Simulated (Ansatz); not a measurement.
# CdF2 (Fm-3m): how G0W0 depends on its starting point

Aim: G0W0 for CdF2 (Fm-3m) on several starting functionals, at one mesh, band count and screening cutoff.

Method: G0W0 on several functionals, plane waves, PAW, in Ansatz 0.2.0.

In doubt: masses and optical values from hybrid runs of this build are listed as unsure (step 4), which bears on the screening that GW takes from such a start.

### 1. The structure

Symmetry: Fm-3m, No. 225, cubic system. Conventional cell: a = 5.388 Å, b = 5.388 Å, c = 5.388 Å, α = 90.00°, β = 90.00°, γ = 90.00°. Nearest to Cd lie 8 F at 2.33 Å. F has 4 Cd at 2.33 Å nearest. Farther neighbours and most contacts between anions are not listed.

The cell and positions come from the Crystallography Open Database and are kept as given unless a step says otherwise.

### 2. G0W0 on LDA

G0W0 replaces the xc potential by the self-energy, built once from these orbitals. Only a window of levels is corrected, while the sums run over the empty bands that the input names. This step takes PAW set soft_1 files.

This step: G0W0 on LDA, plane waves, PAW; PAW set soft_1.

The input, input.yaml:

```yaml
crystal:
  lattice:
    - [0.0, 2.694, 2.694]
    - [2.694, 0.0, 2.694]
    - [2.694, 2.694, 0.0]
  atoms:
    - { symbol: Cd, position: [0.0, 0.0, 0.0] }
    - { symbol: F, position: [0.25, 0.25, 0.25] }
    - { symbol: F, position: [0.75, 0.75, 0.75] }
kpoints:
  mp_grid: { grid: [6, 6, 6] }
hamiltonian:
  xc: lda
  pseudopotentials: { kind: paw, azcp: { folder: soft_1 }, xc_functional: pbe }
scf:
  occupations: { method: fixed }
gw:
  n_empty_bands: 116
  ecut_chi: 120
  qp_bands: [v2, c2]
  qp_kpoints: band_edges
  screening: { model: contour_deformation }
```

Command:

```console
ansatz run input.yaml --threads 24 --pin off --max-ram 82944MiB --backend cuda --events-out ev --progress --plain --runs-dir out --devices 1 --max-vram 78GiB
```

Numbers of over 12 decimals in the logs are rounded to 6 here.

What it wrote:

```text
GPUs: using 1 of 1 available (devices: 1).
Engine: ansatz 0.2.0, aarch64-unknown-linux-gnu
Pseudopotentials: kind: paw
Pseudopotential: Cd, paw, valence charge 20, recommended cutoff 420 eV (normal), soft_1/Cd.paw.azcp
Pseudopotential: F, paw, valence charge 7, recommended cutoff 420 eV (normal), soft_1/F.paw.azcp
Functional definition: SPW92
  exchange = slater_x
  correlation = pw_c
[...]
Crystal: 3 atoms, lattice volume = 39.104 Å³
Basis set: ecut = 420 eV, 749 PW (Γ)
Bands: 21, of which v1, the nominal top of the filled ones, is band 17 counted from 1 (16 counted from 0)
Symmetry: 48 space group operations
Space group: Fm-3m (ITA 225), of the structure as read, at distance tolerance 3.4e-5 Å
k-points: 16 of 216
Non-local potential: Cd, projectors of the file, l = 0: 3, l = 1: 2, l = 2: 2, l = 3: 1
Non-local potential: F, projectors of the file, l = 0: 2, l = 1: 2, l = 2: 1
PAW form: soft (Blöchl's): semilocal exchange-correlation on the pseudo side does not see the compensation charge
PAW frozen core: Cd, regenerated for the run's functional, and the local potential with it (the file was generated under x = pbe(κ = 0.804, μ = 0.219515), c = pbe(β = 0.066725))
PAW frozen core: F, regenerated for the run's functional, and the local potential with it (the file was generated under x = pbe(κ = 0.804, μ = 0.219515), c = pbe(β = 0.066725))
PAW one-centre angular grid: Cd, 590 points (default); XC on 64 Gauss nodes
PAW one-centre angular grid: F, 110 points (default); XC on 64 Gauss nodes
Initial density: superposition of atomic densities (chi_scale 0.1, normalization cell, long waves kept (reshape's long-wave potential 0.00 eV rms))
Initial wavefunctions: pseudopotential atomic-orbital guess
[...]
Functional: x = slater, c = lda
SCF iter   1: F=—  HF=-9712.070879 eV  |F-HF|=—  |Δ(HF+E_count)|=         —  Δρ=2.30e-1  dr2=1.77e1  ethr=3.10e-3  ⟨swp⟩=4.8  Hψ=1265  notcnv=0  defer=27
preconditioner: auto → none  [insulator: Δε(μ)=1.723 eV  Ē_g=16.965 eV  n_scr=14 (ndim 8)  ℏωp=30.3 eV  f_vac=0.099  ε∞_Penn≈4.2]
SCF iter   2: F=—  HF=-9708.176845 eV  |F-HF|=—  |Δ(HF+E_count)|=    3.89e0  Δρ=1.55e-1  dr2=5.83e0  ethr=3.10e-3  ⟨swp⟩=3.9  Hψ=953  notcnv=0  defer=30
SCF iter   3: F=—  HF=-9706.381670 eV  |F-HF|=—  |Δ(HF+E_count)|=    1.80e0  Δρ=2.05e-2  dr2=7.69e-2  ethr=3.10e-3  ⟨swp⟩=2.9  Hψ=752  notcnv=0  defer=8
SCF iter   4: F=—  HF=-9706.375593 eV  |F-HF|=—  |Δ(HF+E_count)|=   6.08e-3  Δρ=5.37e-3  dr2=3.38e-3  ethr=2.26e-4  ⟨swp⟩=3.0  Hψ=754  notcnv=0  defer=30
SCF iter   5: F=—  HF=-9706.378232 eV  |F-HF|=—  |Δ(HF+E_count)|=   2.64e-3  Δρ=9.06e-4  dr2=2.00e-4  ethr=9.95e-6  ⟨swp⟩=2.1  Hψ=755  notcnv=0  defer=30
SCF iter   6: F=—  HF=-9706.378298 eV  |F-HF|=—  |Δ(HF+E_count)|=   6.59e-5  Δρ=4.10e-4  dr2=4.56e-5  ethr=5.89e-7  ⟨swp⟩=2.0  Hψ=575  notcnv=0  defer=28
SCF iter   7: F=—  HF=-9706.378286 eV  |F-HF|=—  |Δ(HF+E_count)|=   1.13e-5  Δρ=8.23e-5  dr2=2.12e-6  ethr=1.34e-7  ⟨swp⟩=2.2  Hψ=536  notcnv=0
SCF iter   8: F=-9706.378286 eV  HF=-9706.378286 eV  |F-HF|=5.02e-8  |Δ(HF+E_count)|=   5.89e-7  Δρ=1.42e-5  dr2=6.76e-8  ethr=2.94e-10  ⟨swp⟩=2.6  Hψ=1275  notcnv=0
SCF 1 converged in 8 iterations: F = -9706.378286 eV  dr2 = 6.76e-8
  greatest PAW one-centre occupation: 1.000 electrons in one spin orbital (limit 2), on the Cd atom at site 0 (counted from 0), in its partial waves of l = 0
[...]
NSCF: frozen V_eff on 16 k-points, pencils in batches of 32, up to order 84
the band table was solved once the SCF had ended and its energy, with any forces and stress, was formed, with the checks that follow a solve (1656 applications of the Hamiltonian). They found nothing against the state; the energy, forces and stress were not computed again (output.eigenvalues in the input reference)
[...]
NSCF: frozen V_eff on 16 k-points
G₀W₀ screening: q 1/16
[... further progress lines ...]
[...]
NSCF: frozen V_eff on 1 k-points
[...]
NSCF: frozen V_eff on 1 k-points
SCF converged after 8 iterations
Free energy (F): -9706.378286 eV
Harris-Foulkes:  -9706.378286 eV  (|F-HF|=5.02e-8)
Internal energy: -9706.378286 eV  (E = F + TS)
E sigma→0 (E₀):  -9706.378286 eV
Fermi energy:    5.966551 eV
--- Per-component energies (eV) ---
[...]
1    19     17.1825    -6.2206    -4.5889   -12.3592  0.8316    18.7585    18.7322  root
     2    16      5.5745   -34.2942     5.8616   -27.0822  0.7653     4.1931     4.2241  root
     2    17      5.5745   -34.2942     5.8616   -27.0822  0.7653     4.1931     4.2241  root
     2    18     11.6735   -12.9339    -3.5601   -18.0943  0.8241    13.3025    13.2738  root
     2    19     15.7020    -7.9319    -4.2221   -13.7005  0.8266    17.2766    17.2484  root
     3    16      5.6031   -34.3366     5.8610   -27.1265  0.7655     4.2231     4.2540  root
     3    17      5.6031   -34.3366     5.8610   -27.1265  0.7655     4.2231     4.2540  root
     3    18     12.9255   -13.3287    -4.0375   -19.2161  0.8142    14.8233    14.7753  root
     3    19     14.7823    -8.7200    -3.7947   -13.9499  0.8309    16.2442    16.2176  root
     4    16      5.5683   -33.6241     5.8815   -26.4386  0.7618     4.2353     4.2643  root
     4    17      5.5683   -33.6241     5.8815   -26.4386  0.7618     4.2353     4.2643  root
     4    18      9.9985   -11.4923    -3.4455   -16.3180  0.8389    11.3943    11.3787  root
     4    19     17.0034    -5.5653    -4.6250   -11.6988  0.8374    18.5364    18.5119  root
     5    16      5.5121   -34.0480     5.9423   -26.7676  0.7619     4.1427     4.1741  root
     5    17      5.6504   -33.5324     5.9018   -26.3466  0.7610     4.3385     4.3664  root
     5    18     11.4586   -12.4377    -3.5942   -17.5979  0.8277    13.0506    13.0246  root
     5    19     16.0614    -6.9023    -4.3933   -12.8189  0.8336    17.6149    17.5848  root
     6    16      5.5576   -33.6108     5.9690   -26.3408  0.7593     4.2270     4.2566  root
     6    17      5.6682   -33.8521     5.8991   -26.6489  0.7624     4.3353     4.3641  root
     6    18     12.9911   -13.0055    -4.0701   -18.9124  0.8153    14.8756    14.8279  root
     6    19     15.2647    -8.5036    -3.9504   -13.9265  0.8252    16.7560    16.7372  root
     7    16      5.5940   -33.2098     5.9891   -25.9554  0.7571     4.3008     4.3287  root
     7    17      5.6089   -34.1568     5.8900   -26.9314  0.7639     4.2430     4.2735  root
     7    18     12.5783   -12.9347    -3.8800   -18.5620  0.8185    14.3668    14.3257  root
[...]
14    16      5.4455   -32.5480     6.1245   -25.1842  0.7504     4.1779     4.2062  root
    14    17      5.8635   -33.5312     5.9492   -26.3389  0.7598     4.5950     4.6205  root
    14    18     13.5210   -12.8138    -4.3312   -19.0785  0.8123    15.5116    15.4545  root
    14    19     15.9406    -8.4020    -4.0097   -13.8768  0.8245    17.4280    17.4058  root
    15    16      5.3800   -31.8826     6.2389   -24.4433  0.7444     4.1526     4.1796  root
    15    17      5.9666   -33.4529     5.9618   -26.2741  0.7591     4.7256     4.7496  root
    15    18     13.7814   -12.5811    -4.4747   -19.0304  0.8118    15.8192    15.7560  root
    15    19     16.3555    -8.3940    -4.4936   -14.4657  0.8260    17.9589    17.9336  root
```

It took 4 s on 1 × NVIDIA GB200 (shared by 2 runs) with 24 threads of Arm Neoverse V2, shared host; peak memory 1.2 GiB.

This step gave:

* bands summed: 133
* RPA ε∞ on this mesh (eigenvalues): 2.912, 2.912, 2.912
* plane waves in the screening matrix: 113
* q-points in the mesh: 216
* G0W0 gap on the mesh: 5.337 eV
* k of the valence top: 0.1667, -0.5, -0.3333
* k of the conduction bottom: 0, 0, 0
* starting gap on the mesh: 2.828 eV
* Z at the valence top: 0.7591
* Z at the conduction bottom: 0.8529
* least direct G0W0 gap on the computed points: 5.987 eV

The gap on the mesh goes from 2.83 eV to 5.34 eV, a correction of +2.51 eV. Between the two edge states, bare exchange in place of the xc potential would open the gap by 12.21 eV, and correlation takes back 9.70 eV.

### 3. G0W0 on PBE

The same correction from a different start measures what one shot leaves open.

This step: G0W0 on PBE, plane waves, PAW; PAW set soft_1.

input.yaml, as its differences from that of step 2:

```diff
@@ -12,4 +12,4 @@
 hamiltonian:
-  xc: lda
-  pseudopotentials: { kind: paw, azcp: { folder: soft_1 }, xc_functional: pbe }
+  xc: pbe
+  pseudopotentials: { kind: paw, azcp: { folder: soft_1 } }
 scf:
```

What it wrote:

```text
GPUs: using 1 of 1 available (devices: 1).
[...]
Crystal: 3 atoms, lattice volume = 39.104 Å³
Basis set: ecut = 420 eV, 749 PW (Γ)
Bands: 21, of which v1, the nominal top of the filled ones, is band 17 counted from 1 (16 counted from 0)
[... 1 set-up line as in the run before ...]
[...]
k-points: 16 of 216
[...]
SCF iter   1: F=—  HF=-9877.399067 eV  |F-HF|=—  |Δ(HF+E_count)|=         —  Δρ=2.13e-1  dr2=1.54e1  ethr=3.10e-3  ⟨swp⟩=4.8  Hψ=1266  notcnv=0  defer=27
[...]
SCF iter   8: F=-9872.213641 eV  HF=-9872.213641 eV  |F-HF|=2.03e-8  |Δ(HF+E_count)|=   5.08e-7  Δρ=9.87e-6  dr2=3.04e-8  ethr=2.94e-10  ⟨swp⟩=3.6  Hψ=1336  notcnv=0
SCF 1 converged in 8 iterations: F = -9872.213641 eV  dr2 = 3.04e-8
[...]
NSCF: frozen V_eff on 16 k-points, pencils in batches of 32, up to order 84
[...]
NSCF: frozen V_eff on 16 k-points
G₀W₀ screening: q 1/16
[... further progress lines ...]
[...]
SCF converged after 8 iterations
Free energy (F): -9872.213641 eV
[...]
Internal energy: -9872.213641 eV  (E = F + TS)
E sigma→0 (E₀):  -9872.213641 eV
Fermi energy:    6.410965 eV
[...]
1    19     18.0313    -6.1342    -4.3956   -11.5047  0.8363    19.0142    19.0062  root
     2    16      6.0077   -34.2796     5.8647   -26.8846  0.7705     4.4389     4.4773  root
     2    17      6.0077   -34.2796     5.8647   -26.8846  0.7705     4.4389     4.4773  root
     2    18     12.3705   -12.5937    -3.4877   -17.3338  0.8307    13.6382    13.6228  root
     2    19     16.5303    -7.7873    -4.0479   -12.8624  0.8326    17.5676    17.5574  root
     3    16      6.0356   -34.3253     5.8629   -26.9337  0.7707     4.4686     4.5068  root
     3    17      6.0356   -34.3253     5.8629   -26.9337  0.7707     4.4686     4.5068  root
     3    18     13.6270   -13.0369    -3.9259   -18.4820  0.8211    15.1752    15.1461  root
[...]
15    16      5.8483   -31.9864     6.2280   -24.3668  0.7511     4.4215     4.4568  root
    15    17      6.4110   -33.4992     5.9581   -26.1523  0.7648     4.9921     5.0222  root
    15    18     14.5083   -12.3589    -4.3308   -18.3170  0.8181    16.1718    16.1356  root
    15    19     17.1123    -8.2097    -4.3341   -13.6512  0.8306    18.2368    18.2197  root
```

The job ended after 4.8 s (1 × NVIDIA GB200 (shared by 2 runs) with 24 threads; peak memory 1.2 GiB; 17 s of CPU time).

This step gave:

| Item | Value |
| --- | --- |
| bands summed | 133 |
| RPA ε∞ on this mesh (eigenvalues) | 2.781, 2.781, 2.781 |
| plane waves in the screening matrix | 113 |
| q-points in the mesh | 216 |
| G0W0 gap on the mesh | 5.341 eV |
| k of the valence top | 0.1667, -0.5, -0.3333 |
| k of the conduction bottom | 0, 0, 0 |
| starting gap on the mesh | 3.118 eV |
| Z at the valence top | 0.7648 |
| Z at the conduction bottom | 0.8576 |
| least direct G0W0 gap on the computed points | 6.020 eV |

Against the run with 6×6×6 mesh, 116 empty bands, screening to 120 eV, PAW set soft_1 files on LDA, the gap moves by +0.004 eV, while the start moved by +0.29 eV.

### 4. G0W0 on HSE06

This step: G0W0 on HSE06, plane waves, PAW; PAW set soft_1.

input.yaml, as its differences from that of step 3:

```diff
@@ -12,3 +12,3 @@
 hamiltonian:
-  xc: pbe
+  xc: hse06
   pseudopotentials: { kind: paw, azcp: { folder: soft_1 } }
```

What it wrote:

```text
GPUs: using 1 of 1 available (devices: 1).
[...]
davidson cushion auto → on  (no smearing: the cushion is to keep the highest requested band from converging to the state above it; pin scf.eigensolver.cushion to override)
[...]
Crystal: 3 atoms, lattice volume = 39.104 Å³
Basis set: ecut = 420 eV, 749 PW (Γ)
Bands: 21, of which v1, the nominal top of the filled ones, is band 17 counted from 1 (16 counted from 0)
[... 1 set-up line as in the run before ...]
[...]
k-points: 16 of 216
[...]
3    16      4.4308   -34.2730     5.0584   -28.5752  0.8150     3.7878     3.7913  root
     3    17      4.4308   -34.2730     5.0584   -28.5752  0.8150     3.7878     3.7913  root
     3    18     14.4130   -12.0001    -3.6992   -16.9974  0.8610    15.7212    15.7111  root
[...]
15    16      4.2636   -32.0062     5.3520   -26.1158  0.7998     3.7224     3.7252  root
    15    17      4.8609   -33.4980     5.1612   -27.8127  0.8099     4.3346     4.3369  root
    15    18     15.4006   -11.4892    -4.0008   -16.8362  0.8589    16.7588    16.7467  root
    15    19     17.8445    -7.7563    -3.9086   -12.5797  0.8680    18.7642    18.7592  root
```

The job ended after 11 s (1 × NVIDIA GB200 (shared by 2 runs) with 24 threads; peak memory 1.3 GiB).

Numbers from this step:

```yaml
bands_summed: 133
rpa_eps_infinity_on_this_mesh_eigenvalues: 2.307, 2.307, 2.307
plane_waves_in_the_screening_matrix: 113
g0w0_gap_on_the_mesh: 6.486 eV
k_of_the_valence_top: 0.1667, -0.5, -0.3333
k_of_the_conduction_bottom: 0, 0, 0
starting_gap_on_the_mesh: 5.223 eV
least_direct_g0w0_gap_on_the_computed_points: 7.206 eV
```

Against the run with 6×6×6 mesh, 116 empty bands, screening to 120 eV, PAW set soft_1 files on PBE, the gap moves by +1.15 eV, while the start moved by +2.11 eV.

### 5. The starts together

All on the 6×6×6 mesh with 116 empty bands and screening to 120 eV. Times are wall times on 1 × NVIDIA GB200 (shared by 2 runs) with 24 threads of Arm Neoverse V2, shared host, good to a factor of about two.

| start | starting gap (eV) | shift (eV) | G0W0 gap (eV) | RPA ε∞ (harmonic mean) | Z (valence, conduction) | time |
| --- | --- | --- | --- | --- | --- | --- |
| LDA | 2.83 | +2.51 | 5.34 | 2.91 | 0.76, 0.85 | 4 s |
| PBE | 3.12 | +2.22 | 5.34 | 2.78 | 0.76, 0.86 | 4.8 s |
| HSE06 | 5.22 | +1.26 | 6.49 | 2.31 | 0.81, 0.89 | 11 s |

How the two edges are built up, in eV (the quasiparticle level is the starting level plus Σx plus Σc less Vxc):

| run | edge | start | Σx | Σc | Vxc | Z | QP |
| --- | --- | --- | --- | --- | --- | --- | --- |
| LDA | valence top | 5.97 | -33.45 | 5.96 | -26.27 | 0.76 | 4.75 |
| LDA | conduction bottom | 8.79 | -9.51 | -3.74 | -14.54 | 0.85 | 10.09 |
| PBE | valence top | 6.41 | -33.50 | 5.96 | -26.15 | 0.76 | 5.02 |
| PBE | conduction bottom | 9.53 | -9.26 | -3.67 | -13.76 | 0.86 | 10.36 |
| HSE06 | valence top | 4.86 | -33.50 | 5.16 | -27.81 | 0.81 | 4.34 |
| HSE06 | conduction bottom | 10.08 | -8.59 | -3.50 | -12.83 | 0.89 | 10.82 |

For a hybrid start, Vxc holds its share of exact exchange.

### 6. Outcome

```yaml
g0w0_lda: 5.34 eV (start 2.83 eV)
g0w0_pbe: 5.34 eV (start 3.12 eV)
g0w0_hse06: 6.49 eV (start 5.22 eV)
known_limits: not at the basis limit; d shell near the gap, gap tends to lie low; no spin-orbit coupling
```

In words: The starting gaps span 2.40 eV and the G0W0 gaps 1.15 eV. Between LDA and HSE06, 1.15 eV of the 2.40 eV survives, 48 %. HSE06 screens less than LDA (ε∞ 2.31 against 2.91). Of the 1.15 eV by which its G0W0 gap is higher, the correlation part gives +1.04 eV, and exchange with the one-particle terms, which follow the orbitals, +0.11 eV. The smallest correction, +1.26 eV, is on HSE06, the start nearest to reproducing itself. Bands and cutoff are finite, so the gap is not at the basis limit. The miss can reach some tenths of an eV and take either sign; the mesh is an error of its own. A d shell, filled or nearly so, lies near the gap. One-shot GW converges very slowly in bands there, not always from below, and on a semilocal start the gap tends to come out low; starts rich in exact exchange can overshoot instead. The many-body steps are scalar-relativistic: spin-orbit coupling is not in them.

[Paths, hosts, dates, memory and timing lines, banners, echoed tables and standing remarks are left out of the program output.]

[Logs are printed without paths, hosts, clocks, repeated set-up lines and the standing remarks that a program may print on its own settings, such as how far it seeks lower states.]

[Runs of the session that timed out or met a known fault of the program may be left out.]

[Cells called generated may have been cut or substituted from an entry of the Crystallography Open Database or the Materials Project.]

[Hosts, paths, dates, database ids (printed as entryN), source tags and the programs' standing remarks are cut or masked in the printed files.]
